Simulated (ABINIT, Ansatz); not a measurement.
# RbSbS3 (Pm-3m): zone-centre phonons, part 3 of 4

Aim: the zone-centre modes of RbSbS3 (Pm-3m).

ABINIT 10.8.3; DFT PBEsol, scalar-relativistic, plane waves, PseudoDojo norm-conserving pseudopotentials.

So far. Step 3 (Ground state): The cell stands at -0.34 GPa: the relaxation ran with a smoothed and higher cutoff, and the difference is a stress of the finite basis. Step 4 (Zone-centre response): The acoustic modes at Γ come out as far as 3.3 cm⁻¹ from zero, where they should vanish, a small numerical error. The lowest optical mode is imaginary, 77i cm⁻¹, an instability at this level and on this k mesh. The relaxed cell has a = 5.088 Å (conventional setting).

The structure was built from a prototype and need not be the compound's stable phase.

### 5. Zone-centre analysis

anaddb reads the merged derivatives and imposes the acoustic sum rule.

File anaddb.abi:

```
ddb_filepath "gamma_DDB"
output_file "anaddb.abo"
outdata_prefix "anaddb"
asr 1
chneut 1
enunit 2
eivec 1
nph1l 1
qph1l 0.0 0.0 0.0 1.0
```

File mrgddb.in:

```
gamma_DDB
merged
2
dfpt_gammao_DDB
gso_DDB
```

Started as:

```
> mrgddb < mrgddb.in > mrgddb.log
> OMP_NUM_THREADS=1 anaddb anaddb.abi > anaddb.log
```

anaddb.abo, the main output file:

```text
-outvars_anaddb: echo values of input variables ----------------------

 Miscellaneous information :
      enunit         2
       eivec         1
         asr         1
 First list of wavevector (reduced coord.) :
       nph1l         1
       qph1l
                     0.00000000E+00  0.00000000E+00  0.00000000E+00    1.000E+00

================================================================================

 read the DDB information and perform some checks

  ==== Info on the Cryst% object ====
 Real(R)+Recip(G) space primitive vectors, cartesian coordinates (Bohr,Bohr^-1):
 R(1)=  9.6151886  0.0000000  0.0000000  G(1)=  0.1040021  0.0000000  0.0000000
 R(2)=  0.0000000  9.6151886  0.0000000  G(2)=  0.0000000  0.1040021  0.0000000
 R(3)=  0.0000000  0.0000000  9.6151886  G(3)=  0.0000000  0.0000000  0.1040021
 Unit cell volume ucvol=  8.8894200E+02 bohr^3
 Angles (23,13,12)=  9.00000000E+01  9.00000000E+01  9.00000000E+01 degrees
 Time-reversal symmetry is present
 Reduced atomic positions [iatom, xred, symbol]:
    1)    0.0000000  0.0000000  0.0000000  Rb
    2)    0.5000000  0.5000000  0.5000000  Sb
    3)    0.5000000  0.5000000  0.0000000   S
    4)    0.5000000  0.0000000  0.5000000   S
    5)    0.0000000  0.5000000  0.5000000   S

 DDB file with 3 blocks has been read.

================================================================================

 Treat the first list of vectors

  Phonon wavevector (reduced coordinates) :  0.00000  0.00000  0.00000
 Phonon energies in Hartree :
  -3.510967E-04 -3.510967E-04 -3.510967E-04 -1.644055E-04 -1.644055E-04
  -1.644055E-04  1.418127E-08  1.434153E-08  1.481197E-08  3.336400E-04
   3.336400E-04  3.336400E-04  8.493448E-04  8.493448E-04  8.493448E-04
 Phonon energies in meV     :
- -9.553829E+00 -9.553829E+00 -9.553829E+00 -4.473703E+00 -4.473703E+00
- -4.473703E+00  3.858919E-04  3.902530E-04  4.030541E-04  9.078807E+00
-  9.078807E+00  9.078807E+00  2.311185E+01  2.311185E+01  2.311185E+01
 Phonon frequencies in cm-1    :
- -7.705682E+01 -7.705682E+01 -7.705682E+01 -3.608285E+01 -3.608285E+01
- -3.608285E+01  3.112428E-03  3.147603E-03  3.250851E-03  7.322552E+01
-  7.322552E+01  7.322552E+01  1.864096E+02  1.864096E+02  1.864096E+02
 Phonon frequencies in Thz     :
- -2.310105E+00 -2.310105E+00 -2.310105E+00 -1.081736E+00 -1.081736E+00
- -1.081736E+00  9.330826E-05  9.436276E-05  9.745805E-05  2.195246E+00
-  2.195246E+00  2.195246E+00  5.588420E+00  5.588420E+00  5.588420E+00
 Phonon energies in Kelvin  :
- -1.108676E+02 -1.108676E+02 -1.108676E+02 -5.191516E+01 -5.191516E+01
- -5.191516E+01  4.478090E-03  4.528698E-03  4.677249E-03  1.053552E+02
-  1.053552E+02  1.053552E+02  2.682019E+02  2.682019E+02  2.682019E+02

 Eigendisplacements
 (will be given, for each mode : in cartesian coordinates
   for each atom the real part of the displacement vector,
   then the imaginary part of the displacement vector - absolute values smaller than 1.0d-7 are set to zero)
  Mode number    1   Energy   -3.510967E-04
 Attention : low frequency mode.
   (Could be unstable or acoustic mode)
-  1  0.00000000E+00  0.00000000E+00  4.36521630E-04
-     0.00000000E+00  0.00000000E+00  0.00000000E+00
-  2  0.00000000E+00  0.00000000E+00 -1.34198056E-03
-     0.00000000E+00  0.00000000E+00  0.00000000E+00
-  3  0.00000000E+00  0.00000000E+00 -4.42649047E-04
-     0.00000000E+00  0.00000000E+00  0.00000000E+00
-  4  0.00000000E+00  0.00000000E+00  2.18701135E-03
-     0.00000000E+00  0.00000000E+00  0.00000000E+00
-  5  0.00000000E+00  0.00000000E+00  2.18701135E-03
-     0.00000000E+00  0.00000000E+00  0.00000000E+00
  Mode number    2   Energy   -3.510967E-04
 Attention : low frequency mode.
   (Could be unstable or acoustic mode)
-  1  0.00000000E+00  4.36521630E-04  0.00000000E+00
-     0.00000000E+00  0.00000000E+00  0.00000000E+00
-  2  0.00000000E+00 -1.34198056E-03  0.00000000E+00
-     0.00000000E+00  0.00000000E+00  0.00000000E+00
-  3  0.00000000E+00  2.18701135E-03  0.00000000E+00
-     0.00000000E+00  0.00000000E+00  0.00000000E+00
-  4  0.00000000E+00 -4.42649047E-04  0.00000000E+00
-     0.00000000E+00  0.00000000E+00  0.00000000E+00
-  5  0.00000000E+00  2.18701135E-03  0.00000000E+00
-     0.00000000E+00  0.00000000E+00  0.00000000E+00
  Mode number    3   Energy   -3.510967E-04
 Attention : low frequency mode.
   (Could be unstable or acoustic mode)
-  1  4.36521630E-04  0.00000000E+00  0.00000000E+00
-     0.00000000E+00  0.00000000E+00  0.00000000E+00
-  2 -1.34198056E-03  0.00000000E+00  0.00000000E+00
-     0.00000000E+00  0.00000000E+00  0.00000000E+00
-  3  2.18701135E-03  0.00000000E+00  0.00000000E+00
-     0.00000000E+00  0.00000000E+00  0.00000000E+00
-  4  2.18701135E-03  0.00000000E+00  0.00000000E+00
-     0.00000000E+00  0.00000000E+00  0.00000000E+00
-  5 -4.42649047E-04  0.00000000E+00  0.00000000E+00
-     0.00000000E+00  0.00000000E+00  0.00000000E+00
  Mode number    4   Energy   -1.644055E-04
 Attention : low frequency mode.
   (Could be unstable or acoustic mode)
-  1  0.00000000E+00  0.00000000E+00  0.00000000E+00
-     0.00000000E+00  0.00000000E+00  0.00000000E+00
-  2  0.00000000E+00  0.00000000E+00  0.00000000E+00
-     0.00000000E+00  0.00000000E+00  0.00000000E+00
-  3  0.00000000E+00  0.00000000E+00  0.00000000E+00
-     0.00000000E+00  0.00000000E+00  0.00000000E+00
-  4  0.00000000E+00  0.00000000E+00 -2.92470830E-03
-     0.00000000E+00  0.00000000E+00  0.00000000E+00
-  5  0.00000000E+00  0.00000000E+00  2.92470830E-03
-     0.00000000E+00  0.00000000E+00  0.00000000E+00
  Mode number    5   Energy   -1.644055E-04
 Attention : low frequency mode.
   (Could be unstable or acoustic mode)
-  1  0.00000000E+00  0.00000000E+00  0.00000000E+00
-     0.00000000E+00  0.00000000E+00  0.00000000E+00
-  2  0.00000000E+00  0.00000000E+00  0.00000000E+00
-     0.00000000E+00  0.00000000E+00  0.00000000E+00
-  3  0.00000000E+00  2.92470830E-03  0.00000000E+00
-     0.00000000E+00  0.00000000E+00  0.00000000E+00
-  4  0.00000000E+00  0.00000000E+00  0.00000000E+00
-     0.00000000E+00  0.00000000E+00  0.00000000E+00
-  5  0.00000000E+00 -2.92470830E-03  0.00000000E+00
-     0.00000000E+00  0.00000000E+00  0.00000000E+00
  Mode number    6   Energy   -1.644055E-04
 Attention : low frequency mode.
   (Could be unstable or acoustic mode)
-  1  0.00000000E+00  0.00000000E+00  0.00000000E+00
-     0.00000000E+00  0.00000000E+00  0.00000000E+00
-  2  0.00000000E+00  0.00000000E+00  0.00000000E+00
-     0.00000000E+00  0.00000000E+00  0.00000000E+00
-  3  2.92470830E-03  0.00000000E+00  0.00000000E+00
-     0.00000000E+00  0.00000000E+00  0.00000000E+00
-  4 -2.92470830E-03  0.00000000E+00  0.00000000E+00
-     0.00000000E+00  0.00000000E+00  0.00000000E+00
-  5  0.00000000E+00  0.00000000E+00  0.00000000E+00
-     0.00000000E+00  0.00000000E+00  0.00000000E+00
  Mode number    7   Energy    1.418127E-08
 Attention : low frequency mode.
   (Could be unstable or acoustic mode)
-  1  0.00000000E+00  0.00000000E+00 -1.34468265E-03
-     0.00000000E+00  0.00000000E+00  0.00000000E+00
-  2  0.00000000E+00  0.00000000E+00 -1.34454513E-03
-     0.00000000E+00  0.00000000E+00  0.00000000E+00
-  3  0.00000000E+00  0.00000000E+00 -1.34457932E-03
-     0.00000000E+00  0.00000000E+00  0.00000000E+00
-  4  0.00000000E+00  0.00000000E+00 -1.34468637E-03
-     0.00000000E+00  0.00000000E+00  0.00000000E+00
-  5  0.00000000E+00  0.00000000E+00 -1.34468637E-03
-     0.00000000E+00  0.00000000E+00  0.00000000E+00
  Mode number    8   Energy    1.434153E-08
 Attention : low frequency mode.
   (Could be unstable or acoustic mode)
-  1  0.00000000E+00  1.34468265E-03  0.00000000E+00
-     0.00000000E+00  0.00000000E+00  0.00000000E+00
-  2  0.00000000E+00  1.34454513E-03  0.00000000E+00
-     0.00000000E+00  0.00000000E+00  0.00000000E+00
-  3  0.00000000E+00  1.34468637E-03  0.00000000E+00
-     0.00000000E+00  0.00000000E+00  0.00000000E+00
-  4  0.00000000E+00  1.34457932E-03  0.00000000E+00
-     0.00000000E+00  0.00000000E+00  0.00000000E+00
-  5  0.00000000E+00  1.34468637E-03  0.00000000E+00
-     0.00000000E+00  0.00000000E+00  0.00000000E+00
  Mode number    9   Energy    1.481197E-08
 Attention : low frequency mode.
   (Could be unstable or acoustic mode)
-  1  1.34468265E-03  0.00000000E+00  0.00000000E+00
-     0.00000000E+00  0.00000000E+00  0.00000000E+00
-  2  1.34454513E-03  0.00000000E+00  0.00000000E+00
-     0.00000000E+00  0.00000000E+00  0.00000000E+00
-  3  1.34468637E-03  0.00000000E+00  0.00000000E+00
-     0.00000000E+00  0.00000000E+00  0.00000000E+00
-  4  1.34468637E-03  0.00000000E+00  0.00000000E+00
-     0.00000000E+00  0.00000000E+00  0.00000000E+00
-  5  1.34457932E-03  0.00000000E+00  0.00000000E+00
-     0.00000000E+00  0.00000000E+00  0.00000000E+00
  Mode number   10   Energy    3.336400E-04
-  1  0.00000000E+00  0.00000000E+00  2.10233495E-03
-     0.00000000E+00  0.00000000E+00  0.00000000E+00
-  2  0.00000000E+00  0.00000000E+00 -5.79684050E-04
-     0.00000000E+00  0.00000000E+00  0.00000000E+00
-  3  0.00000000E+00  0.00000000E+00 -7.76549042E-04
-     0.00000000E+00  0.00000000E+00  0.00000000E+00
-  4  0.00000000E+00  0.00000000E+00 -1.31310030E-03
-     0.00000000E+00  0.00000000E+00  0.00000000E+00
-  5  0.00000000E+00  0.00000000E+00 -1.31310030E-03
-     0.00000000E+00  0.00000000E+00  0.00000000E+00
  Mode number   11   Energy    3.336400E-04
-  1  0.00000000E+00  2.10233495E-03  0.00000000E+00
-     0.00000000E+00  0.00000000E+00  0.00000000E+00
-  2  0.00000000E+00 -5.79684050E-04  0.00000000E+00
-     0.00000000E+00  0.00000000E+00  0.00000000E+00
-  3  0.00000000E+00 -1.31310030E-03  0.00000000E+00
-     0.00000000E+00  0.00000000E+00  0.00000000E+00
-  4  0.00000000E+00 -7.76549042E-04  0.00000000E+00
-     0.00000000E+00  0.00000000E+00  0.00000000E+00
-  5  0.00000000E+00 -1.31310030E-03  0.00000000E+00
-     0.00000000E+00  0.00000000E+00  0.00000000E+00
  Mode number   12   Energy    3.336400E-04
-  1  2.10233495E-03  0.00000000E+00  0.00000000E+00
-     0.00000000E+00  0.00000000E+00  0.00000000E+00
-  2 -5.79684050E-04  0.00000000E+00  0.00000000E+00
-     0.00000000E+00  0.00000000E+00  0.00000000E+00
-  3 -1.31310030E-03  0.00000000E+00  0.00000000E+00
-     0.00000000E+00  0.00000000E+00  0.00000000E+00
-  4 -1.31310030E-03  0.00000000E+00  0.00000000E+00
-     0.00000000E+00  0.00000000E+00  0.00000000E+00
-  5 -7.76549042E-04  0.00000000E+00  0.00000000E+00
-     0.00000000E+00  0.00000000E+00  0.00000000E+00
  Mode number   13   Energy    8.493448E-04
-  1  0.00000000E+00  0.00000000E+00  4.66374158E-06
-     0.00000000E+00  0.00000000E+00  0.00000000E+00
-  2  0.00000000E+00  0.00000000E+00 -7.48953770E-04
-     0.00000000E+00  0.00000000E+00  0.00000000E+00
-  3  0.00000000E+00  0.00000000E+00  3.80801485E-03
-     0.00000000E+00  0.00000000E+00  0.00000000E+00
-  4  0.00000000E+00  0.00000000E+00 -4.88350452E-04
-     0.00000000E+00  0.00000000E+00  0.00000000E+00
-  5  0.00000000E+00  0.00000000E+00 -4.88350452E-04
-     0.00000000E+00  0.00000000E+00  0.00000000E+00
  Mode number   14   Energy    8.493448E-04
-  1  0.00000000E+00 -4.66374158E-06  0.00000000E+00
-     0.00000000E+00  0.00000000E+00  0.00000000E+00
-  2  0.00000000E+00  7.48953770E-04  0.00000000E+00
-     0.00000000E+00  0.00000000E+00  0.00000000E+00
-  3  0.00000000E+00  4.88350452E-04  0.00000000E+00
-     0.00000000E+00  0.00000000E+00  0.00000000E+00
-  4  0.00000000E+00 -3.80801485E-03  0.00000000E+00
-     0.00000000E+00  0.00000000E+00  0.00000000E+00
-  5  0.00000000E+00  4.88350452E-04  0.00000000E+00
-     0.00000000E+00  0.00000000E+00  0.00000000E+00
  Mode number   15   Energy    8.493448E-04
-  1  4.66374158E-06  0.00000000E+00  0.00000000E+00
-     0.00000000E+00  0.00000000E+00  0.00000000E+00
-  2 -7.48953770E-04  0.00000000E+00  0.00000000E+00
-     0.00000000E+00  0.00000000E+00  0.00000000E+00
-  3 -4.88350452E-04  0.00000000E+00  0.00000000E+00
-     0.00000000E+00  0.00000000E+00  0.00000000E+00
-  4 -4.88350452E-04  0.00000000E+00  0.00000000E+00
-     0.00000000E+00  0.00000000E+00  0.00000000E+00
-  5  3.80801485E-03  0.00000000E+00  0.00000000E+00
-     0.00000000E+00  0.00000000E+00  0.00000000E+00

 Analysis of degeneracies and characters (maximum tolerance=1.00E-06 a.u.)
 For each vibration mode, or group of modes if degenerate,
 the characters are given for each symmetry operation (see the list in the log file).
 Symmetry characters of vibration mode #   1
       degenerate with vibration modes #   2 to    3
  3.0 -3.0 -1.0  1.0 -1.0  1.0 -1.0  1.0  1.0 -1.0 -1.0  1.0  1.0 -1.0 -1.0  1.0
  0.0 -0.0  0.0 -0.0  0.0 -0.0 -0.0  0.0  1.0 -1.0 -1.0  1.0 -1.0  1.0  1.0 -1.0
  0.0 -0.0  0.0 -0.0 -0.0  0.0  0.0 -0.0  1.0 -1.0  1.0 -1.0 -1.0  1.0 -1.0  1.0
 Symmetry characters of vibration mode #   4
       degenerate with vibration modes #   5 to    6
  3.0 -3.0 -1.0  1.0 -1.0  1.0 -1.0  1.0 -1.0  1.0  1.0 -1.0 -1.0  1.0  1.0 -1.0
 -0.0  0.0 -0.0  0.0  0.0 -0.0  0.0 -0.0 -1.0  1.0  1.0 -1.0  1.0 -1.0 -1.0  1.0
 -0.0  0.0  0.0 -0.0  0.0 -0.0 -0.0  0.0 -1.0  1.0 -1.0  1.0  1.0 -1.0  1.0 -1.0
 Symmetry characters of vibration mode #   7
       degenerate with vibration modes #   8 to    9
  3.0 -3.0 -1.0  1.0 -1.0  1.0 -1.0  1.0  1.0 -1.0 -1.0  1.0  1.0 -1.0 -1.0  1.0
  0.0 -0.0  0.0 -0.0 -0.0  0.0 -0.0  0.0  1.0 -1.0 -1.0  1.0 -1.0  1.0  1.0 -1.0
  0.0 -0.0 -0.0  0.0 -0.0  0.0  0.0 -0.0  1.0 -1.0  1.0 -1.0 -1.0  1.0 -1.0  1.0
 Symmetry characters of vibration mode #  10
       degenerate with vibration modes #  11 to   12
  3.0 -3.0 -1.0  1.0 -1.0  1.0 -1.0  1.0  1.0 -1.0 -1.0  1.0  1.0 -1.0 -1.0  1.0
  0.0 -0.0  0.0 -0.0 -0.0  0.0 -0.0  0.0  1.0 -1.0 -1.0  1.0 -1.0  1.0  1.0 -1.0
  0.0 -0.0 -0.0  0.0 -0.0  0.0  0.0 -0.0  1.0 -1.0  1.0 -1.0 -1.0  1.0 -1.0  1.0
 Symmetry characters of vibration mode #  13
       degenerate with vibration modes #  14 to   15
  3.0 -3.0 -1.0  1.0 -1.0  1.0 -1.0  1.0  1.0 -1.0 -1.0  1.0  1.0 -1.0 -1.0  1.0
 -0.0  0.0 -0.0  0.0  0.0 -0.0  0.0 -0.0  1.0 -1.0 -1.0  1.0 -1.0  1.0  1.0 -1.0
 -0.0  0.0  0.0 -0.0  0.0 -0.0 -0.0  0.0  1.0 -1.0  1.0 -1.0 -1.0  1.0 -1.0  1.0
-
```

Elapsed: 0.75 s, on 1 thread of Intel Xeon 6975P-C (Granite Rapids), shared host.

Numbers from this step:

| Property | Result |
| --- | --- |
| lowest optical zone-centre mode | -77.06 cm⁻¹ |

No LO-TO term; unit eigenvectors of the mass-weighted matrix, from anaddb's displacements. Modes at Γ, with each element's share of the kinetic energy (negative means imaginary):

| mode | frequency (cm⁻¹) | symmetry | Rb % | Sb % | S % |
| --- | --- | --- | --- | --- | --- |
| 1 | -77.1 | T1u | 3 | 40 | 57 |
| 2 | -77.1 | T1u | 3 | 40 | 57 |
| 3 | -77.1 | T1u | 3 | 40 | 57 |
| 4 | -36.1 | T2u | 0 | 0 | 100 |
| 5 | -36.1 | T2u | 0 | 0 | 100 |
| 6 | -36.1 | T2u | 0 | 0 | 100 |
| 7 | 0.0 | acoustic | 28 | 40 | 32 |
| 8 | 0.0 | acoustic | 28 | 40 | 32 |
| 9 | 0.0 | acoustic | 28 | 40 | 32 |
| 10 | 73.2 | T1u | 69 | 7 | 24 |
| 11 | 73.2 | T1u | 69 | 7 | 24 |
| 12 | 73.2 | T1u | 69 | 7 | 24 |
| 13 | 186.4 | T1u | 0 | 12 | 88 |
| 14 | 186.4 | T1u | 0 | 12 | 88 |
| 15 | 186.4 | T1u | 0 | 12 | 88 |

Displacements in mode 1 (-77.1 cm⁻¹), the largest set to 1:
```
Rb1  0.00  0.00  0.20
Sb2  0.00  0.00 -0.61
S3   0.00  0.00 -0.20
S4   0.00  0.00  1.00
S5   0.00  0.00  1.00
```

Displacements in mode 13 (186.4 cm⁻¹), the largest set to 1:
```
Rb1  0.00  0.00  0.00
Sb2  0.00  0.00 -0.20
S3   0.00  0.00  1.00
S4   0.00  0.00 -0.13
S5   0.00  0.00 -0.13
```

The rule moves no optical mode by more than 0.1 cm⁻¹.

(Continued in part 4 of 4.)

[Host names and launcher messages were left out of these logs when they were recorded.]

[Logs are printed without paths, hosts, clocks, repeated set-up lines and the standing remarks that a program may print on its own settings, such as how far it seeks lower states.]

[Hosts, paths, dates, database ids (printed as entryN), source tags and the programs' standing remarks are cut or masked in the printed files.]
